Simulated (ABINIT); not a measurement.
# Calculated records

```json
{"subject": "A GW chain in ABINIT: K2Pt (Fm-3m)", "lattice_ang": [[-0.0, 3.7815, 3.7815], [3.7815, -0.0, 3.7815], [3.7815, 3.7815, -0.0]], "atoms": [["K", 0.75, 0.75, 0.75], ["K", 0.25, 0.25, 0.25], ["Pt", 0.0, 0.0, 0.0]], "method": "RPA screening on LDA, plane waves, norm-conserving pseudopotentials (and 2 further levels or steps)", "program": "ABINIT 10.8.3", "settings": "cutoff 34 Ha, PseudoDojo scalar-relativistic 0.4.1 standard, norm-conserving, ngkpt (2, 2, 2), nband 62, ecuteps 3.2 Ha, inclvkb 2, shiftk (0, 0, 0), symchi 1, awtr 1, frequency ppm, 2×2×2 k-mesh", "cost": "5 runs, 2.4 min in all on 4 MPI ranks of Intel Xeon 6975P-C (Granite Rapids), shared host", "notes": "The program’s warnings: nproc spkpt=  >= nkpt= * nsppol=. The cell and positions are those that the Materials Project relaxed with its own functionals (PBE, PBE+U or r2SCAN), kept fixed. Limits: no spin polarisation; d states lean on the start; no spin-orbit coupling. The 2×2×2 mesh is coarse for this cell, which bears on the long-range parts of exchange and screening. The runs have no spin polarisation. For a closed low-spin shell that is the natural state; where a d or f shell is open it is a constraint, and the gap is then not the crystal’s own.", "results": {"lda_gap": "1.31 eV, indirect", "g0w0_gap_on_the_mesh": "1.99 eV", "gw_settings": "2×2×2 mesh, 62 bands, screening to 87.1 eV, Godby-Needs plasmon pole", "known_limits": "short of the basis limit; no spin polarisation; d states lean on the start; no spin-orbit coupling; coarse k mesh"}}
```

[Long decimals in the printed logs are rounded to 6 places.]

[Logs are printed without paths, hosts, clocks, repeated set-up lines and the standing remarks that a program may print on its own settings, such as how far it seeks lower states.]

[Paths, hosts, dates, memory and timing lines, banners, echoed tables and standing remarks are left out of the program output; an Ansatz launch command may be rebuilt from the run's recorded settings. Measured values are a selection of at most five: reports struck by readers or far from the other reports are left out. None is set beside runs whose start may be inverted or whose files or cutoffs have a known fault.]

[Runs of the session that timed out or met a known fault of the program may be left out.]

[Hosts, paths, dates, database ids (printed as entryN), source tags and the programs' standing remarks are cut or masked in the printed files.]

[G0W0 gaps are taken among the corrected bands and points alone; a level outside them can change the order at an edge.]

[Where Ansatz stands beside ABINIT at settings called matched, ABINIT's density can come from a denser mesh and the files from another edition; pairs whose starting gaps differed by over 0.03 eV were left out, so agreement reads better than it is.]
